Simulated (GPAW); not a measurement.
# Mo2N(OH)2 MXene monolayer: simulated STM images

Aim: Tersoff-Hamann images of Mo2N(OH)2 MXene monolayer at several biases.

Main program and level: GPAW 26.7.0; GPAW, PAW setups; layer in a repeated cell with vacuum, relaxation of atoms and in-plane cell, in the first sound run; inputs show where later runs differ.

### 1. The starting structure

The cell holds 7 atoms: 2 H, 2 O, 2 Mo and 1 N. Cell: a = 2.953 Å, b = 2.953 Å, c = 20.552 Å, α = 90.0°, β = 90.0°, γ = 120.0°. Vacuum lies along c.

### 2. Relaxing the atoms

The atoms are relaxed first, since the surface dipole, and with it the work function, follows the positions of the outer layers.

Contents of run.py:

```python
import json
import numpy as np
from ase import Atoms
from ase.filters import FrechetCellFilter
from ase.optimize import BFGS
from gpaw import GPAW, PW

slab = Atoms(
    ['H', 'O', 'Mo', 'N', 'Mo', 'O', 'H'],
    positions=[
        [-0.00000, 1.70505, 7.00000],
        [-0.00000, 1.70505, 7.98000],
        [1.47662, 0.85253, 9.11089],
        [0.00000, 0.00000, 10.27616],
        [-0.00000, 1.70505, 11.44143],
        [1.47662, 0.85253, 12.57232],
        [1.47662, 0.85253, 13.55232]],
    cell=[[2.95324, 0.0, 0.0], [-1.47662, 2.55758, 0.0], [0.0, 0.0, 20.5523]],
    pbc=[True, True, True])

slab.calc = GPAW(mode=PW(600), xc='PBE', kpts={'size': (12, 12, 1), 'gamma': True},
                 occupations={'name': 'fermi-dirac', 'width': 0.05}, nbands='160%',
                 convergence={'density': 1e-05}, maxiter=200,
                 symmetry={'tolerance': 1e-3}, txt='slab.txt')
result = {}
# The in-plane cell is free; stress needs a cell that repeats along all three vectors
path = []
opt = BFGS(FrechetCellFilter(slab, mask=[1, 1, 0, 0, 0, 1]), maxstep=0.2)
opt.attach(lambda: path.append((slab.get_potential_energy(), slab.positions.tolist(), slab.get_forces().tolist())))
result['relaxed'] = bool(opt.run(fmax=0.02, steps=45))
result['path'] = path
result['cell'] = slab.cell.tolist()
print('in-plane lattice', slab.cell.cellpar().round(4)[[0, 1, 5]])
energy = slab.get_potential_energy()
fermi = slab.calc.get_fermi_level()
v = slab.calc.get_electrostatic_potential().mean((0, 1)) - fermi
n = slab.calc.get_pseudo_density().mean((0, 1))
L = slab.cell[2, 2]
z = np.arange(len(v)) * L / len(v)
low, high = slab.positions[:, 2].min(), slab.positions[:, 2].max()
below, above = np.interp([low - 4.8, high + 4.8], z, v)
slopes = [np.interp(x, z, np.gradient(v, z)) for x in (low - 4.8, high + 4.8)]
eps = np.array([[slab.calc.get_eigenvalues(k, s) for k in range(len(slab.calc.get_ibz_k_points()))]
                for s in range(slab.calc.get_number_of_spins())]) - fermi
top, bottom = eps[eps < 0].max(), eps[eps > 0].min()
dipole = slab.get_dipole_moment()[2]
print(f'energy {energy:.4f} eV, Fermi level {fermi:.4f} eV, dipole {dipole:.5f} e A')
print(f'potential 4.8 A off the faces, from the Fermi level: lower {below:.4f} eV, upper {above:.4f} eV')
print(f'slope of the potential there: lower {slopes[0]:.5f}, upper {slopes[1]:.5f} eV/A')
print(f'nearest levels on the mesh: {top:.4f} and {bottom:.4f} eV')
print('magnetic moment', round(slab.get_magnetic_moment(), 3))
result.update(energy=energy, fermi=fermi, dipole=dipole, below=below, above=above, slopes=slopes, edges=[top, bottom],
              z=z.tolist(), v=v.tolist(), n=n.tolist(), positions=slab.positions.tolist(),
              forces=slab.get_forces(apply_constraint=False).tolist(), moments=slab.get_magnetic_moments().tolist())
json.dump(result, open('result.json', 'w'))
```

Launch:

```console
$ OMP_NUM_THREADS=1 OPENBLAS_NUM_THREADS=1 python run.py
```

Output:

```text
Step          Energy          fmax
BFGS:    0      -50.153881        3.128086
BFGS:    1      -50.433678        2.218914
BFGS:    2      -50.919189        2.171549
BFGS:    3      -51.360146        1.290522
BFGS:    4      -51.470594        1.172915
BFGS:    5      -51.560646        0.869205
BFGS:    6      -51.668013        1.189493
BFGS:    7      -51.721187        1.219973
BFGS:    8      -51.764616        2.408068
BFGS:    9      -51.909835        1.761296
BFGS:   10      -52.180833        0.728769
BFGS:   11      -52.178241        0.298305
BFGS:   12      -52.209878        0.096704
BFGS:   13      -52.209622        0.017722
in-plane lattice [  2.793   2.793 120.   ]
energy -52.1972 eV, Fermi level 3.4835 eV, dipole 0.00035 e A
potential 4.8 A off the faces, from the Fermi level: lower 2.4104 eV, upper 2.4090 eV
slope of the potential there: lower -0.00885, upper 0.00971 eV/A
nearest levels on the mesh: -0.0079 and 0.0112 eV
magnetic moment 0.0
```

The job ended after 13 min (1 thread of Intel Xeon 6975P-C (Granite Rapids), shared host; peak memory 0.42 GiB).

This run has no spin polarisation, although Mo can carry a moment.

This step gave:

```
dipole along the normal                    : 3.49e-4 e·Å
levels nearest the Fermi level on the mesh : -0.007898, 0.01120 eV from the Fermi level
```

Table of electrostatic potential energy of an electron (without an applied field's), less the Fermi level, planar mean by z:

| z (Å) | electrostatic potential energy of an electron (without an applied field's), less the Fermi level, planar mean (eV) |
| --- | --- |
| 0.0 | 2.41 |
| 0.5 | 2.41 |
| 1.0 | 2.41 |
| 1.5 | 2.41 |
| 2.0 | 2.41 |
| 2.5 | 2.39 |
| 3.0 | 2.37 |
| 3.5 | 2.32 |
| 4.0 | 2.23 |
| 4.5 | 2.05 |
| 5.0 | 1.73 |
| 5.5 | 1.11 |
| 6.0 | -0.278 |
| 6.5 | -1.85 |
| 7.0 | -3.71 |
| 7.5 | -11.8 |
| 8.0 | -7.48 |
| 8.5 | -23.3 |
| 9.0 | -27.8 |
| 9.5 | -9.93 |
| 10.0 | -9.18 |
| 10.5 | -10.6 |
| 11.0 | -8.76 |
| 11.5 | -26.1 |
| 12.0 | -25.3 |
| 12.5 | -8.32 |
| 13.0 | -10.7 |
| 13.5 | -4.97 |
| 14.0 | -1.55 |
| 14.5 | -0.538 |
| 15.0 | 1.01 |
| 15.5 | 1.68 |
| 16.0 | 2.02 |
| 16.5 | 2.21 |
| 17.0 | 2.31 |
| 17.5 | 2.36 |
| 18.0 | 2.39 |
| 18.5 | 2.40 |
| 19.0 | 2.41 |
| 19.5 | 2.41 |
| 20.0 | 2.41 |

The pseudo valence density, planar mean oscillates, so the rows of the table below give means over windows of 1.46 Å about each position, cut where the curve ends. Its maxima inside the range that stand out by 2 % of the span (Å: e/Å³): 7.4: 1.11, 8.7: 2.04, 10.3: 0.822, 11.8: 2.04, 13.2: 1.11. Its minima: 8.0: 0.521, 9.6: 0.548, 11.0: 0.548, 12.5: 0.521.

The pseudo valence density, planar mean by z; means over each step:

z (Å), pseudo valence density, planar mean (e/Å³) and a bar:
```
     2.19       0.00 
     3.65       0.00 
     5.11       0.01 
     6.57       0.35 ##########
     8.03       0.98 ############################
     9.49       1.01 #############################
    10.95       0.92 ##########################
    12.41       1.05 ##############################
    13.87       0.42 ############
    15.33       0.01 
    16.79       0.00 
    18.25       0.00 
    19.71       0.00
```

The relaxation lowered the energy of the cell by 2.06 eV (energies extrapolated to zero smearing; the optimiser's log prints free energies). The largest force left on a free atom is 0.018 eV/Å.

### 3. Plane waves, PBE

With the geometry fixed, the planar mean of the potential gives the vacuum level on each side.

This step: GPAW, PAW setups; slab in vacuum (GPAW 26.7.0).

The cell differs from the one that the last finished run ended in (c 20.552 → 21.753 Å).

Contents of run.py:

```python
import json
import numpy as np
from ase import Atoms
from ase.dft.stm import STM
from gpaw import GPAW, PW

slab = Atoms(
    ['H', 'O', 'Mo', 'N', 'Mo', 'O', 'H'],
    positions=[
        [-0.00000, 1.61254, 7.00000],
        [-0.00000, 1.61254, 7.98055],
        [1.39650, 0.80627, 9.41815],
        [0.00000, -0.00000, 10.87642],
        [-0.00000, 1.61254, 12.33469],
        [1.39650, 0.80627, 13.77229],
        [1.39650, 0.80627, 14.75284]],
    cell=[[2.79301, -0.0, 0.0], [-1.3965, 2.41881, 0.0], [0.0, 0.0, 21.7528]],
    pbc=[True, True, False])

slab.calc = GPAW(mode=PW(500), xc='PBE', kpts={'size': (12, 12, 1), 'gamma': True},
                 occupations={'name': 'fermi-dirac', 'width': 0.05}, nbands='160%',
                 convergence={'density': 1e-05}, maxiter=200,
                 poissonsolver={'dipolelayer': 'xy'},
                 symmetry={'tolerance': 1e-3}, txt='slab.txt')
result = {}
energy = slab.get_potential_energy()
fermi = slab.calc.get_fermi_level()
v = slab.calc.get_electrostatic_potential().mean((0, 1)) - fermi
n = slab.calc.get_pseudo_density().mean((0, 1))
L = slab.cell[2, 2]
z = np.arange(len(v)) * L / len(v)
low, high = slab.positions[:, 2].min(), slab.positions[:, 2].max()
below, above = np.interp([low - 4.8, high + 4.8], z, v)
slopes = [np.interp(x, z, np.gradient(v, z)) for x in (low - 4.8, high + 4.8)]
eps = np.array([[slab.calc.get_eigenvalues(k, s) for k in range(len(slab.calc.get_ibz_k_points()))]
                for s in range(slab.calc.get_number_of_spins())]) - fermi
top, bottom = eps[eps < 0].max(), eps[eps > 0].min()
dipole = slab.get_dipole_moment()[2]
print(f'energy {energy:.4f} eV, Fermi level {fermi:.4f} eV, dipole {dipole:.5f} e A')
print(f'potential 4.8 A off the faces, from the Fermi level: lower {below:.4f} eV, upper {above:.4f} eV')
print(f'slope of the potential there: lower {slopes[0]:.5f}, upper {slopes[1]:.5f} eV/A')
print(f'nearest levels on the mesh: {top:.4f} and {bottom:.4f} eV')
print('magnetic moment', round(slab.get_magnetic_moment(), 3))
result.update(energy=energy, fermi=fermi, dipole=dipole, below=below, above=above, slopes=slopes, edges=[top, bottom],
              z=z.tolist(), v=v.tolist(), n=n.tolist(), positions=slab.positions.tolist(),
              forces=slab.get_forces(apply_constraint=False).tolist(), moments=slab.get_magnetic_moments().tolist())

# Images need the states of the whole zone, up to time reversal
slab.calc = slab.calc.fixed_density(symmetry={'point_group': False}, txt='states.txt', nbands='250%',
                                    convergence={'bands': 'CBM+1.3'})
stm = STM(slab)
result['stm'] = []
for bias in [-1.0, 1.0]:
    height = high + 3.0
    current = stm.get_averaged_current(bias, height)
    x, y, h = stm.scan(bias, current)
    i, f = divmod(height / L * stm.ldos.shape[2], 1)
    I = abs((1 - f) * stm.ldos[:, :, int(i)] + f * stm.ldos[:, :, int(i) + 1])
    print(f'bias {bias} V: mean current at 3.0 A {current:.4e}, corrugation {np.ptp(h):.4f} A')
    result['stm'].append(dict(bias=bias, current=current, h=(h - high).tolist(), I=I.tolist()))
json.dump(result, open('result.json', 'w'))
```

Output:

```text
energy -51.0554 eV, Fermi level 3.1569 eV, dipole 0.00077 e A
potential 4.8 A off the faces, from the Fermi level: lower 2.4272 eV, upper 2.4095 eV
slope of the potential there: lower -0.00933, upper 0.00934 eV/A
nearest levels on the mesh: -0.0091 and 0.0110 eV
magnetic moment 0.0
bias -1.0 V: mean current at 3.0 A 4.3350e-04, corrugation 0.0293 A
bias 1.0 V: mean current at 3.0 A 1.4482e-03, corrugation 0.0331 A
```

It took 2 min on 1 thread; peak memory 0.64 GiB.

Numbers from this step:

| Property | Result |
| --- | --- |
| dipole along the normal | 7.71e-4 e·Å |
| levels nearest the Fermi level on the mesh | -0.009120, 0.01104 eV from the Fermi level |
| upper work function | 2.409 eV |
| lower work function | 2.427 eV |
| corrugation -1 | 0.02928 Å |
| corrugation 1 | 0.03313 Å |

The electrostatic potential energy of an electron (without an applied field's), less the Fermi level, planar mean oscillates, so the rows of the table below give means over windows of 1.9 Å about each position, cut where the curve ends. Its maxima inside the range that stand out by 2 % of the span (Å: eV): 7.3: -0.914, 8.4: -6.26, 10.3: -6.38, 11.4: -6.39, 13.3: -6.27, 14.4: -0.931. Its minima: 7.0: -2.23, 8.0: -13.0, 9.4: -30.7, 10.9: -15.3, 12.3: -30.7, 13.8: -13.0, 14.8: -2.24.

Electrostatic potential energy of an electron (without an applied field's), less the Fermi level, planar mean against z; means over each step:

z (Å), electrostatic potential energy of an electron (without an applied field's), less the Fermi level, planar mean (eV) and a bar from the least value:
```
     0.95        2.4 ##############################
     2.85        2.4 ##############################
     4.75        2.1 ##############################
     6.65       -0.4 ##########################
     8.55      -14.4 #####
    10.45      -13.1 #######
    12.35      -17.7 
    14.25       -4.9 ###################
    16.15        1.5 #############################
    18.05        2.3 ##############################
    19.95        2.4 ##############################
```

The pseudo valence density, planar mean oscillates, so the rows of the table below give means over windows of 1.45 Å about each position, cut where the curve ends. Its maxima inside the range that stand out by 2 % of the span (Å: e/Å³): 8.0: 1.11, 9.4: 2.11, 10.9: 0.817, 12.3: 2.11, 13.8: 1.11. Its minima: 8.7: 0.531, 10.2: 0.557, 11.6: 0.557, 13.1: 0.531.

Table of pseudo valence density, planar mean by z; means over each step:

z (Å), pseudo valence density, planar mean (e/Å³) and a bar:
```
     2.17       0.00 
     3.62       0.00 
     5.07       0.00 
     6.52       0.08 ##
     7.97       0.72 #################
     9.42       1.25 ##############################
    10.87       0.68 ################
    12.32       1.25 ##############################
    13.77       0.72 #################
    15.22       0.08 ##
    16.67       0.00 
    18.12       0.00 
    19.57       0.00
```

Tip height over the top atom over a1 and a2. Sample bias -1 V, constant current at the mean current 3.0 Å over the top atom.

Ten even steps from '0' (2.991 Å) to '9' (3.020 Å):
```
221111222111122
210001111000122
210001010001222
210000000012333
211100011123443
321000012345554
321101123456654
321001235678765
310001346799764
210012457999754
210123568998653
211234567776543
222234556655432
222233445443322
222222333322222
```
Columns: a1 from 0 to 0.933; rows upwards: a2 from 0 to 0.933.

Local density of states summed over the bias window over a1 and a2. Sample bias -1 V, constant height 3.0 Å over the top atom.

Ten even steps from '_' (4.28 × 1e-4 arbitrary) to '@' (4.44 × 1e-4 arbitrary):
```
::::........::--::........::::
::..______........______..::::
::..____..........____..::----
::..__..________..__..::------
::......______......::--====--
--::....____....::--==++++++==
==--....__....--==++********++
==::........::==++**%%%%%%**++
--..______..--++**%%@@@@%%**++
::..____..::==**%%@@@@@@%%**==
::..__..::--++**%%@@@@%%**++--
::....::--==++**%%%%%%**++==--
::::::----==++********++==----
::::::------==++++++==------::
::::::::::::--====--::::::::::
```
Columns: a1 from 0 to 0.933; rows upwards: a2 from 0 to 0.933.

Tip height over the top atom over a1 and a2. Sample bias 1 V, constant current at the mean current 3.0 Å over the top atom.

Ten even steps from '_' (2.989 Å) to '@' (3.023 Å):
```
::::......::::::::::......::::
::..____....::::....____..::::
::..______......______..::::::
::....____________....::::--::
::::....______....::::--====--
--::::..____..::::--====++====
--::::..__..::::--==++****++==
--::..____..::--==**##%%##**==
--::..__..::--==**##@@@@##**==
::..____..::==++##@@@@@@##++==
::..__..::--==**%%@@@@%%**==--
::....::::==++**######**++==::
::::::::--====++****++====--::
::::::::::--==========--::::::
--::::::::::--------::::::::::
```
Columns: a1 from 0 to 0.933; rows upwards: a2 from 0 to 0.933.

Local density of states summed over the bias window over a1 and a2. Sample bias 1 V, constant height 3.0 Å over the top atom.

Ten even steps from '0' (1.43 × 1e-3 arbitrary) to '9' (1.49 × 1e-3 arbitrary):
```
221112232211122
210001221000122
110001110001122
210000000012232
221100011223443
322100122345554
432101234566665
421001245678765
320002356899865
210012467999764
210123568998653
111124567876542
222234566665432
222223455543222
322122344322122
```
Columns: a1 from 0 to 0.933; rows upwards: a2 from 0 to 0.933.

Force by atom:

| atom | x (eV/Å) | y (eV/Å) | z (eV/Å) | size |
| --- | --- | --- | --- | --- |
| H1 | 0.000 | 0.000 | -0.113 | 0.113 |
| O2 | 0.000 | 0.000 | 0.123 | 0.123 |
| Mo3 | 0.000 | 0.000 | -0.030 | 0.030 |
| N4 | 0.000 | 0.000 | 0.000 | 0.000 |
| Mo5 | 0.000 | 0.000 | 0.030 | 0.030 |
| O6 | 0.000 | 0.000 | -0.123 | 0.123 |
| H7 | 0.000 | 0.000 | 0.113 | 0.113 |

The potential is flat to 0.009 eV/Å where it is read, so the vacuum is wide enough.

### 4. What came out

```
work function, upper and lower face : 2.409 and 2.427 eV
dipole along the normal             : 7.7e-4 e Å
corrugation at -1 V                 : 0.0293 Å
corrugation at 1 V                  : 0.0331 Å
```

In GPAW's constant-current maps the tip height varies by under 0.05 Å at every bias shown (0.033 Å at most), which is near the numerical ripple of the maps: an s-wave tip would see an almost flat surface. Negative sample bias images filled states, positive bias empty ones. The images are of Tersoff-Hamann type: an s-wave tip, no tip-sample forces, heights closer than in a microscope. The starting lattice was a guess from atomic radii; the relaxation moved it by -5 %. The small printed dipole stands for a step of -21 meV from the lower to the upper face, and the probes find -18 meV; values this small are near the numerical noise of both. The cell holds an odd number of electrons, so without spin polarisation it must come out metallic and without a moment, whatever its true state. The layer's cell and atoms come from the relaxation; spin-orbit coupling and temperature are left out.

[Logs are printed without paths, hosts, clocks, repeated set-up lines and the standing remarks that a program may print on its own settings, such as how far it seeks lower states.]

[Hosts, paths, dates, database ids (printed as entryN), source tags and the programs' standing remarks are cut or masked in the printed files.]
